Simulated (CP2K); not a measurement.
Two runs for the C K edge of 2-methylthiofuran. Run A: CP2K XAS_TDP, all-electron GAPW, PBEh(45%), aug-cc-pVDZ, TDA, no relativity. Run B differs in one setting.

First lines with a strength over 0.0015. A:

```
                     atom  energy (eV)  states  strength, one atom
 C1 (bonded to S and 3 H)       283.50       1              0.0395
                                284.63       1              0.0089
                                285.23       1              0.0200
                                285.44       1              0.0240
                                285.80       1              0.0033
C3 (bonded to C, O and S)       283.29       1              0.0521
                                285.88       1              0.0354
                                286.58       1              0.0121
                                286.75       1              0.0034
                                287.24       1              0.0023
 C4 (bonded to 2 C and H)       281.97       1              0.0441
                                284.24       1              0.0091
                                284.35       1              0.0079
                                285.25       1              0.0043
                                285.81       1              0.0033
 C5 (bonded to 2 C and H)       282.07       1              0.0468
                                284.05       1              0.0076
                                284.26       1              0.0097
                                286.13       1              0.0050
                                286.36       1              0.0017
C6 (bonded to C, O and H)       282.71       1              0.0528
                                285.60       1              0.0149
                                286.18       1              0.0084
                                286.25       1              0.0066
                                286.57       1              0.0048
```

B:

```
                     atom  energy (eV)  states  strength, one atom
 C1 (bonded to S and 3 H)       289.42       1              0.0387
                                290.56       1              0.0087
                                291.15       1              0.0196
                                291.36       1              0.0235
                                291.72       1              0.0032
C3 (bonded to C, O and S)       288.31       1              0.0512
                                290.90       1              0.0348
                                291.60       1              0.0119
                                291.77       1              0.0033
                                292.26       1              0.0023
 C4 (bonded to 2 C and H)       287.65       1              0.0432
                                289.93       1              0.0089
                                290.04       1              0.0078
                                290.93       1              0.0042
                                291.49       1              0.0032
 C5 (bonded to 2 C and H)       288.00       1              0.0459
                                289.97       1              0.0075
                                290.18       1              0.0095
                                292.05       1              0.0049
                                292.29       1              0.0016
C6 (bonded to C, O and H)       288.43       1              0.0518
                                291.32       1              0.0146
                                291.90       1              0.0082
                                291.98       1              0.0065
                                292.29       1              0.0047
```

Question: Which was it: GW2X switched on, the basis, the functional, scalar relativity switched on?

GW2X switched on. GW2X shifts an atom's lines together and keeps their spacings. Against PBEh(45%) in aug-cc-pVDZ, the leading lines move by +5.92 eV (C1, to 289.42), +5.02 eV (C3, to 288.31), +5.68 eV (C4, to 287.65), +5.93 eV (C5, to 288.00) and +5.72 eV (C6, to 288.43).

[Banner, clock and machine lines of the logs are left out without a mark of their own.]

[Logs are printed without paths, hosts, clocks, repeated set-up lines and the standing remarks that a program may print on its own settings, such as how far it seeks lower states.]

[Hosts, paths, dates, database ids (printed as entryN), source tags and the programs' standing remarks are cut or masked in the printed files.]
